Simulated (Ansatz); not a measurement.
# BiB (model cell, started as CsCl type): a soft mode frozen in, part 2 of 3

Which phase does BiB (model cell, started as CsCl type) fall into along its unstable mode, and how much energy does it gain?

Ansatz 0.2.0; DFT r2SCAN, scalar-relativistic, plane waves, PAW.

So far, highest frequency on the path or at a solved wavevector (cm⁻¹): step 2 (the dispersion) 244. Also lowest frequency on the path (cm⁻¹): step 2 -266.

The structure was built from a prototype and need not be the compound's stable phase.

### 4. The mode frozen in, largest atomic shift 0.45 Å

The atoms are moved along the unstable eigenvector, the largest shift by 0.45 Å, with the cell fixed.

The input, input.yaml:

```yaml
crystal:
  lattice:
    - [-3.3489211864, 3.3489211864, 0.0]
    - [-3.3489211864, -3.3489211864, -3.3489211864]
    - [-3.3489211864, -3.3489211864, 3.3489211864]
  atoms:
    - { symbol: B, position: [0.0, 0.0475075455, 0.0475075455] }
    - { symbol: B, position: [0.5, 0.7975075455, 0.7975075455] }
    - { symbol: B, position: [0.0, 0.4524924545, 0.4524924545] }
    - { symbol: B, position: [0.5, 0.2024924545, 0.2024924545] }
    - { symbol: Bi, position: [0.5, 0.2489409888, 0.7510590112] }
    - { symbol: Bi, position: [0.0, 0.0010590112, 0.4989409888] }
    - { symbol: Bi, position: [0.5, 0.7510590112, 0.2489409888] }
    - { symbol: Bi, position: [0.0, 0.4989409888, 0.0010590112] }
kpoints:
  mp_grid: { grid: [8, 8, 8] }
hamiltonian:
  xc: r2scan
scf:
  occupations: { method: methfessel_paxton, width: 0.2 }
output:
  forces: true
  stress: true
  eigenvalues: true
```

On the command line:

```
$ ansatz run input.yaml --threads 4 --pin off --max-ram 7168MiB --backend cpu --events-out ev --progress --plain --runs-dir out
```

Numbers of over 12 decimals in the logs are rounded to 6 here.

The program printed:

```text
[...]
Crystal: 8 atoms, lattice volume = 150.236 Å³
Basis set: ecut = 500 eV, 3813 PW (Γ), exchange–correlation on 144×180×180 points (64 copies of the dense FFT grid, shifted against one another)
Bands: 44, of which v1, the nominal top of the filled ones, is band 36 counted from 1 (35 counted from 0)
Symmetry: 8 space group operations
[...]
k-points: 105 of 512
[...]
k-point 0: bands = [... 32 lower, 9.4415, 10.3566, 10.8560, 11.2494, 11.3781, 11.4922, 11.5670, 11.5880, ... 4 higher]
  k-point 1: bands = [... 32 lower, 9.7992, 10.3834, 10.6424, 10.9728, 11.1521, 11.7827, 11.8227, 12.0720, ... 4 higher]
  k-point 2: bands = [... 32 lower, 9.3498, 9.9791, 10.6580, 10.7875, 11.8193, 11.9863, 12.4667, 12.7312, ... 4 higher]
  k-point 104: bands = [... 32 lower, 10.3890, 10.3890, 11.1888, 11.1888, 13.7867, 13.7867, 14.1034, 14.1034, ... 4 higher]
[key lines of the parts left out:]
SCF converged after 7 iterations
Free energy (F): -50257.143264 eV
Fermi energy:    11.669468 eV
P = ⅓ Tr σ = 2.7046 GPa (27.046 kbar)
```

Elapsed: 22 s, on 4 threads of Arm Neoverse V1, shared host; peak memory 1.2 GiB; 82 s of CPU time.

This step gave:

| Item | Value |
| --- | --- |
| pressure | 2.705 GPa |
| energy from the undistorted cell | -48.07 meV/atom |

The energy, extrapolated to zero smearing, is -48.07 meV/atom against the undistorted cell.

The run ends at a pressure of 2.70 GPa, with forces up to 0.27 eV/Å.

### 5. Energy along the mode, all amplitudes (two of the runs are shown above)

An imaginary frequency means negative curvature, so the energy should fall and then rise again as anharmonic terms take over.

Numbers from this step:

```
depth at the lowest point sampled  : 48.07 meV/atom
largest atomic shift at that point : 0.45 Å
```

The energy from the parent by largest atomic shift:

```tsv
largest atomic shift (Å)	energy from the parent (meV/atom)
0.000	0
0.040	-0.83
0.080	-3.25
0.140	-9.24
0.220	-20.2
0.320	-35.4
0.450	-48.1
0.600	-36.2
```

Displacement at unit largest shift by atom:

```tsv
atom	x (Å)	y (Å)	z (Å)	size
B1	-0.707	-0.707	0.000	1.000
B2	-0.707	-0.707	0.000	1.000
B3	0.707	0.707	0.000	1.000
B4	0.707	0.707	0.000	1.000
Bi5	0.000	0.000	0.016	0.016
Bi6	0.000	0.000	-0.016	0.016
Bi7	0.000	0.000	-0.016	0.016
Bi8	0.000	0.000	0.016	0.016
```

The lowest of the steps tried is at 0.45 Å, 48.1 meV/atom below the parent; the bottom of the well need not coincide with a step.

### 6. Relaxation from the frozen mode

Starting from the lowest point found, all atoms and the cell are let go, so that strain and other modes of the same symmetry can join in.

Changes to input.yaml since step 4:

```diff
@@ -24 +24,6 @@
   eigenvalues: true
+relax:
+  adjacent_minimum: "off"
+  f_tol: 0.002
+  max_steps: 120
+  cell: { stress_tol: 0.03 }
```

The program printed:

```text
[...]
Crystal: 8 atoms, lattice volume = 150.236 Å³
Basis set: ecut = 500 eV, 3813 PW (Γ), exchange–correlation on 144×180×180 points (64 copies of the dense FFT grid, shifted against one another)
Bands: 44, of which v1, the nominal top of the filled ones, is band 36 counted from 1 (35 counted from 0)
Symmetry: 8 space group operations
[...]
k-points: 105 of 512
[...]
SCF iter   1: F=—  HF=-50257.060194 eV  |F-HF|=—  |Δ(HF+E_count)|=         —  Δρ=4.85e-3  dr2=4.44e-2  dr2_τ=6.03e-2  ethr=1.77e-3  ⟨swp⟩=5.6  Hψ=17250  notcnv=0
[...]
SCF iter   7: F=-50257.143264 eV  HF=-50257.143264 eV  |F-HF|=7.42e-9  |Δ(HF+E_count)|=   1.57e-7  S|Δr|=    0.00e0  Δρ=3.97e-6  dr2=2.49e-8  dr2_τ=6.70e-10  ethr=1.39e-10  ⟨swp⟩=10.1  Hψ=21320  notcnv=0
SCF 1 converged in 7 iterations: F = -50257.143264 eV  dr2 = 2.49e-8
[...]
relax step   1: F+E_penalty+E_count = -50257.14326392 eV  Δ(F+E_penalty+E_count) = +0.000e0 eV  max|allowed force component| = 2.365e-1 eV/Å  Δτ_max = 0.0000 Å  P = +2.705 GPa  Ω = 150.236 Å³  (7 SCF iters, dr2 threshold 1.00e-7 eV, accepted)
Crystal: 8 atoms, lattice volume = 160.668 Å³
Basis set: ecut = 500 eV, 4035 PW (Γ), exchange–correlation on 144×180×180 points (64 copies of the dense FFT grid, shifted against one another)
[...]
SCF iter   9: F=-50257.417741 eV  HF=-50257.417741 eV  |F-HF|=1.73e-7  |Δ(HF+E_count)|=   1.55e-7  S|Δr|=    0.00e0  Δρ=1.01e-5  dr2=2.92e-7  dr2_τ=2.75e-9  ethr=1.11e-9  ⟨swp⟩=4.4  Hψ=15157  notcnv=0
the search or the solves at the SCF's close seem to have found levels that the self-consistency loop had missed (the run counts 1). By its estimate they hold under 1e-12 electrons; where the run keeps them, the occupations were computed again with them
SCF 2 converged in 9 iterations: F = -50257.417741 eV  dr2 = 2.92e-7
[...]
relax step   2: F+E_penalty+E_count = -50257.41774060 eV  Δ(F+E_penalty+E_count) = -2.745e-1 eV  max|allowed force component| = 3.475e-1 eV/Å  Δτ_max = 0.1365 Å  P = -2.295 GPa  Ω = 160.668 Å³  energy of the carried Pulay correction = -1.604e-3 eV  (9 SCF iters, dr2 threshold 8.00e-7 eV, accepted)
Crystal: 8 atoms, lattice volume = 163.602 Å³
Basis set: ecut = 500 eV, 4139 PW (Γ), exchange–correlation on 144×180×180 points (64 copies of the dense FFT grid, shifted against one another)
[...]
SCF iter   8: F=-50257.873722 eV  HF=-50257.873722 eV  |F-HF|=1.12e-7  |Δ(HF+E_count)|=   6.38e-8  S|Δr|=    0.00e0  Δρ=8.16e-6  dr2=2.39e-7  dr2_τ=1.44e-9  ethr=1.11e-9  ⟨swp⟩=6.5  Hψ=19193  notcnv=0
[...]
SCF 3 converged in 8 iterations: F = -50257.873722 eV  dr2 = 2.39e-7
relax step   3: F+E_penalty+E_count = -50257.87372202 eV  Δ(F+E_penalty+E_count) = -4.560e-1 eV  max|allowed force component| = 5.126e-1 eV/Å  Δτ_max = 0.1308 Å  P = -2.995 GPa  Ω = 163.602 Å³  energy of the carried Pulay correction = -2.036e-3 eV  (8 SCF iters, dr2 threshold 8.00e-7 eV, accepted)
[... from here on, the SCF cycles and remarks between the steps are left out ...]
relax step   4: F+E_penalty+E_count = -50258.48566522 eV  Δ(F+E_penalty+E_count) = -6.119e-1 eV  max|allowed force component| = 5.334e-1 eV/Å  Δτ_max = 0.1066 Å  P = -2.961 GPa  Ω = 164.081 Å³  energy of the carried Pulay correction = -2.106e-3 eV  (8 SCF iters, dr2 threshold 8.00e-7 eV, accepted)
relax step   5: F+E_penalty+E_count = -50259.22920954 eV  Δ(F+E_penalty+E_count) = -7.435e-1 eV  max|allowed force component| = 4.231e-1 eV/Å  Δτ_max = 0.0988 Å  P = -0.870 GPa  Ω = 159.593 Å³  energy of the carried Pulay correction = -1.444e-3 eV  (8 SCF iters, dr2 threshold 8.00e-7 eV, accepted)
relax step   6: F+E_penalty+E_count = -50259.95908337 eV  Δ(F+E_penalty+E_count) = -7.299e-1 eV  max|allowed force component| = 4.507e-1 eV/Å  Δτ_max = 0.1391 Å  P = +1.330 GPa  Ω = 155.666 Å³  energy of the carried Pulay correction = -8.486e-4 eV  (7 SCF iters, dr2 threshold 8.00e-7 eV, accepted)
relax step   7: F+E_penalty+E_count = -50260.84121075 eV  Δ(F+E_penalty+E_count) = -8.821e-1 eV  max|allowed force component| = 5.011e-1 eV/Å  Δτ_max = 0.1263 Å  P = +3.442 GPa  Ω = 152.611 Å³  energy of the carried Pulay correction = -3.749e-4 eV  (7 SCF iters, dr2 threshold 8.00e-7 eV, accepted)
relax step   8: F+E_penalty+E_count = -50261.29603575 eV  Δ(F+E_penalty+E_count) = -4.548e-1 eV  max|allowed force component| = 4.923e-1 eV/Å  Δτ_max = 0.0964 Å  P = +4.359 GPa  Ω = 152.645 Å³  energy of the carried Pulay correction = -3.802e-4 eV  (7 SCF iters, dr2 threshold 8.00e-7 eV, accepted)
relax step   9: F+E_penalty+E_count = -50261.49555162 eV  Δ(F+E_penalty+E_count) = -1.995e-1 eV  max|allowed force component| = 2.860e-1 eV/Å  Δτ_max = 0.0510 Å  P = +0.068 GPa  Ω = 157.171 Å³  energy of the carried Pulay correction = -1.078e-3 eV  (9 SCF iters, dr2 threshold 8.00e-7 eV, accepted)
relax step  10: F+E_penalty+E_count = -50261.58051130 eV  Δ(F+E_penalty+E_count) = -8.496e-2 eV  max|allowed force component| = 1.767e-1 eV/Å  Δτ_max = 0.0612 Å  P = -0.976 GPa  Ω = 158.681 Å³  energy of the carried Pulay correction = -1.307e-3 eV  (9 SCF iters, dr2 threshold 8.00e-7 eV, accepted)
relax step  11: F+E_penalty+E_count = -50261.61468648 eV  Δ(F+E_penalty+E_count) = -3.418e-2 eV  max|allowed force component| = 1.285e-1 eV/Å  Δτ_max = 0.0522 Å  P = -0.629 GPa  Ω = 158.991 Å³  energy of the carried Pulay correction = -1.353e-3 eV  (7 SCF iters, dr2 threshold 8.00e-7 eV, accepted)
relax step  12: F+E_penalty+E_count = -50261.63374793 eV  Δ(F+E_penalty+E_count) = -1.906e-2 eV  max|allowed force component| = 4.584e-2 eV/Å  Δτ_max = 0.0183 Å  P = +0.088 GPa  Ω = 157.270 Å³  energy of the carried Pulay correction = -1.094e-3 eV  (6 SCF iters, dr2 threshold 8.00e-7 eV, accepted)
relax step  13: F+E_penalty+E_count = -50261.64309621 eV  Δ(F+E_penalty+E_count) = -9.348e-3 eV  max|allowed force component| = 3.521e-2 eV/Å  Δτ_max = 0.0272 Å  P = +0.288 GPa  Ω = 156.478 Å³  energy of the carried Pulay correction = -9.728e-4 eV  (6 SCF iters, dr2 threshold 5.71e-7 eV, accepted)
relax step  14: F+E_penalty+E_count = -50261.66649778 eV  Δ(F+E_penalty+E_count) = -2.340e-2 eV  max|allowed force component| = 5.119e-2 eV/Å  Δτ_max = 0.0626 Å  P = +0.396 GPa  Ω = 155.844 Å³  energy of the carried Pulay correction = -8.759e-4 eV  (7 SCF iters, dr2 threshold 8.00e-7 eV, accepted)
relax step  15: F+E_penalty+E_count = -50261.62135541 eV  Δ(F+E_penalty+E_count) = +4.514e-2 eV  max|allowed force component| = 1.393e-1 eV/Å  Δτ_max = 0.0789 Å  P = +0.537 GPa  Ω = 154.986 Å³  energy of the carried Pulay correction = -7.439e-4 eV  (7 SCF iters, dr2 threshold 8.00e-7 eV, rejected (line search))
relax step  16: F+E_penalty+E_count = -50261.67461963 eV  Δ(F+E_penalty+E_count) = -8.122e-3 eV  max|allowed force component| = 3.332e-2 eV/Å  Δτ_max = 0.0115 Å  P = -0.199 GPa  Ω = 156.436 Å³  energy of the carried Pulay correction = -9.665e-4 eV  (12 SCF iters, accepted)
relax step  17: F+E_penalty+E_count = -50261.67544156 eV  Δ(F+E_penalty+E_count) = -8.219e-4 eV  max|allowed force component| = 2.345e-2 eV/Å  Δτ_max = 0.0068 Å  P = -0.020 GPa  Ω = 156.240 Å³  energy of the carried Pulay correction = -9.364e-4 eV  (6 SCF iters, dr2 threshold 1.78e-7 eV, accepted)
relax step  18: F+E_penalty+E_count = -50261.67543962 eV  Δ(F+E_penalty+E_count) = +1.937e-6 eV  max|allowed force component| = 1.725e-2 eV/Å  Δτ_max = 0.0031 Å  P = -0.049 GPa  Ω = 156.298 Å³  energy of the carried Pulay correction = -9.454e-4 eV  (6 SCF iters, dr2 threshold 4.04e-8 eV, accepted)
relax step  19: F+E_penalty+E_count = -50261.67575070 eV  Δ(F+E_penalty+E_count) = -3.111e-4 eV  max|allowed force component| = 5.256e-3 eV/Å  Δτ_max = 0.0050 Å  P = +0.018 GPa  Ω = 156.152 Å³  energy of the carried Pulay correction = -9.231e-4 eV  (5 SCF iters, dr2 threshold 1.32e-7 eV, accepted)
relax step  20: F+E_penalty+E_count = -50261.67580568 eV  Δ(F+E_penalty+E_count) = -5.499e-5 eV  max|allowed force component| = 1.178e-3 eV/Å  Δτ_max = 0.0019 Å  P = +0.008 GPa  Ω = 156.214 Å³  energy of the carried Pulay correction = -9.325e-4 eV  (6 SCF iters, dr2 threshold 1.42e-8 eV, accepted)
relax step  21: F+E_penalty+E_count = -50262.02496605 eV  Δ(F+E_penalty+E_count) = -3.492e-1 eV  max|allowed force component| = 6.701e-3 eV/Å  Δτ_max = 0.0000 Å  P = +2.597 GPa  Ω = 156.214 Å³  stress off target by 7.35e0 GPa  SCF on the basis re-selected at this cell (its energy is not comparable with the rows above)  (10 SCF iters)
relax step  22: F+E_penalty+E_count = -50262.23455840 eV  Δ(F+E_penalty+E_count) = -2.096e-1 eV  max|allowed force component| = 1.071e-1 eV/Å  Δτ_max = 0.0274 Å  P = +1.845 GPa  Ω = 159.748 Å³  energy of the carried Pulay correction = -6.187e-4 eV  (8 SCF iters, dr2 threshold 8.00e-7 eV, accepted)
relax step  23: F+E_penalty+E_count = -50262.35189400 eV  Δ(F+E_penalty+E_count) = -1.173e-1 eV  max|allowed force component| = 1.669e-1 eV/Å  Δτ_max = 0.0540 Å  P = +0.650 GPa  Ω = 162.565 Å³  energy of the carried Pulay correction = -1.170e-3 eV  (7 SCF iters, dr2 threshold 8.00e-7 eV, accepted)
relax step  24: F+E_penalty+E_count = -50262.43768545 eV  Δ(F+E_penalty+E_count) = -8.579e-2 eV  max|allowed force component| = 6.533e-2 eV/Å  Δτ_max = 0.0432 Å  P = +1.445 GPa  Ω = 164.393 Å³  energy of the carried Pulay correction = -1.555e-3 eV  (7 SCF iters, dr2 threshold 8.00e-7 eV, accepted)
relax step  25: F+E_penalty+E_count = -50262.44920397 eV  Δ(F+E_penalty+E_count) = -1.152e-2 eV  max|allowed force component| = 8.715e-2 eV/Å  Δτ_max = 0.0247 Å  P = -1.021 GPa  Ω = 170.874 Å³  energy of the carried Pulay correction = -3.050e-3 eV  (6 SCF iters, dr2 threshold 8.00e-7 eV, accepted)
relax step  26: F+E_penalty+E_count = -50262.46128363 eV  Δ(F+E_penalty+E_count) = -1.208e-2 eV  max|allowed force component| = 1.641e-2 eV/Å  Δτ_max = 0.0196 Å  P = +0.051 GPa  Ω = 168.485 Å³  energy of the carried Pulay correction = -2.467e-3 eV  (5 SCF iters, dr2 threshold 8.00e-7 eV, accepted)
relax step  27: F+E_penalty+E_count = -50262.46054378 eV  Δ(F+E_penalty+E_count) = +7.398e-4 eV  max|allowed force component| = 4.575e-2 eV/Å  Δτ_max = 0.0083 Å  P = -0.001 GPa  Ω = 168.759 Å³  energy of the carried Pulay correction = -2.535e-3 eV  (6 SCF iters, dr2 threshold 4.45e-8 eV, rejected (line search))
relax step  28: F+E_penalty+E_count = -50262.46140669 eV  Δ(F+E_penalty+E_count) = -1.231e-4 eV  max|allowed force component| = 7.608e-4 eV/Å  Δτ_max = 0.0022 Å  P = -0.001 GPa  Ω = 168.614 Å³  energy of the carried Pulay correction = -2.499e-3 eV  (8 SCF iters, accepted)
relax step  29: F+E_penalty+E_count = -50262.46645120 eV  Δ(F+E_penalty+E_count) = -5.045e-3 eV  max|allowed force component| = 9.558e-4 eV/Å  Δτ_max = 0.0000 Å  P = +0.004 GPa  Ω = 168.614 Å³  stress off target by 3.66e-2 GPa  SCF on the basis re-selected at this cell (its energy is not comparable with the rows above)  (8 SCF iters)
relax step  30: F+E_penalty+E_count = -50262.46645955 eV  Δ(F+E_penalty+E_count) = -8.348e-6 eV  max|allowed force component| = 4.892e-4 eV/Å  Δτ_max = 0.0005 Å  P = +0.001 GPa  Ω = 168.675 Å³  energy of the carried Pulay correction = -8.979e-6 eV  (5 SCF iters, dr2 threshold 3.35e-9 eV, accepted)
[...]
SCF iter   6: F=-50262.466469 eV  HF=-50262.466469 eV  |F-HF|=2.18e-11  |Δ(HF+E_count)|=  2.18e-11  S|Δr|=    0.00e0  Δρ=1.62e-8  dr2=1.17e-12  dr2_τ=1.29e-14  ethr=1.00e-12  ⟨swp⟩=8.2  Hψ=23977  notcnv=0
SCF 31 converged in 6 iterations: F = -50262.466469 eV  dr2 = 1.17e-12
relax step  31: F+E_penalty+E_count = -50262.46646904 eV  Δ(F+E_penalty+E_count) = -9.487e-6 eV  max|allowed force component| = 4.873e-4 eV/Å  Δτ_max = 0.0000 Å  P = +0.001 GPa  Ω = 168.675 Å³  stress off target by 3.57e-3 GPa  SCF on the basis re-selected at this cell (its energy is not comparable with the rows above)  (6 SCF iters)
[...]
SCF converged after 6 iterations
[...]
Free energy (F): -50262.466469 eV
[...]
Internal energy: -50262.474089 eV  (E = F + TS)
E sigma→0 (E₀):  -50262.468374 eV
Entropy (-TS):   0.007620 eV (0.952 meV/atom)
Fermi energy:    9.903671 eV
[...]
--- Forces (eV/Å), atoms counted from 1 ---
  atom   1  B      0.00048734     0.00048734     0.00000000
  atom   2  B      0.00001092     0.00001092     0.00000000
  atom   3  B     -0.00001092    -0.00001092     0.00000000
  atom   4  B     -0.00048734    -0.00048734     0.00000000
  atom   5  Bi    -0.00018195    -0.00018195     0.00016766
  atom   6  Bi     0.00018195     0.00018195    -0.00016766
  atom   7  Bi    -0.00018195    -0.00018195    -0.00016766
  atom   8  Bi     0.00018195     0.00018195     0.00016766
  max |Σ_I F_I| component: 2.43e-17 eV/Å
--- Stress (GPa, compression-positive) ---
        0.002555       0.001013       0.000000
        0.001013       0.002555       0.000000
        0.000000       0.000000      -0.002448
  P = ⅓ Tr σ = 0.0009 GPa (0.009 kbar)
--- Band table (eV; the first three rows and the last of 105) ---
  k-point 0: bands = [... 32 lower, 8.8916, 9.0863, 10.8594, 11.2093, 12.6543, 12.8297, 12.9876, 13.0688, ... 4 higher]
  k-point 1: bands = [... 32 lower, 8.4462, 9.1646, 10.9024, 11.4644, 11.7013, 12.6515, 12.6754, 13.7553, ... 4 higher]
  k-point 2: bands = [... 32 lower, 8.3986, 9.1487, 10.4764, 11.0325, 11.9001, 12.3222, 12.6196, 13.7879, ... 4 higher]
  k-point 104: bands = [... 32 lower, 7.4192, 7.4192, 8.4829, 8.4829, 8.8601, 8.8601, 11.7435, 11.7435, ... 4 higher]
--- Relaxed structure (28 steps of the walk, 26 accepted, 3 SCFs on fresh bases) ---
  F+E_penalty+E_count = -50262.46646904 eV   max|allowed force component| = 4.873e-4 eV/Å   (the final SCF, on the basis selected at the relaxed cell)
  cell:  # Å, volume = 168.6747 Å³
    - [-2.288019, 2.288019, 0.0]
    - [-5.356758, -5.356758, -3.440553]
    - [-5.356758, -5.356758, 3.440553]
  atoms:
    - { symbol: B, position: [0.0, 0.129031, 0.129031] }
    - { symbol: B, position: [0.500000, 0.873396, 0.873396] }
    - { symbol: B, position: [0.0, 0.376604, 0.376604] }
    - { symbol: B, position: [0.5, 0.120969, 0.120969] }
    - { symbol: Bi, position: [0.500000, 0.245894, 0.719722] }
    - { symbol: Bi, position: [0.0, 0.0041058, 0.530278] }
    - { symbol: Bi, position: [0.500000, 0.719722, 0.245894] }
    - { symbol: Bi, position: [0.0, 0.530278, 0.0041058] }
```

Wall time 12 min (4 threads); peak memory 1.4 GiB.

(Continued in part 3 of 3.)

[Logs are printed without paths, hosts, clocks, repeated set-up lines and the standing remarks that a program may print on its own settings, such as how far it seeks lower states.]

[Hosts, paths, dates, database ids (printed as entryN), source tags and the programs' standing remarks are cut or masked in the printed files.]
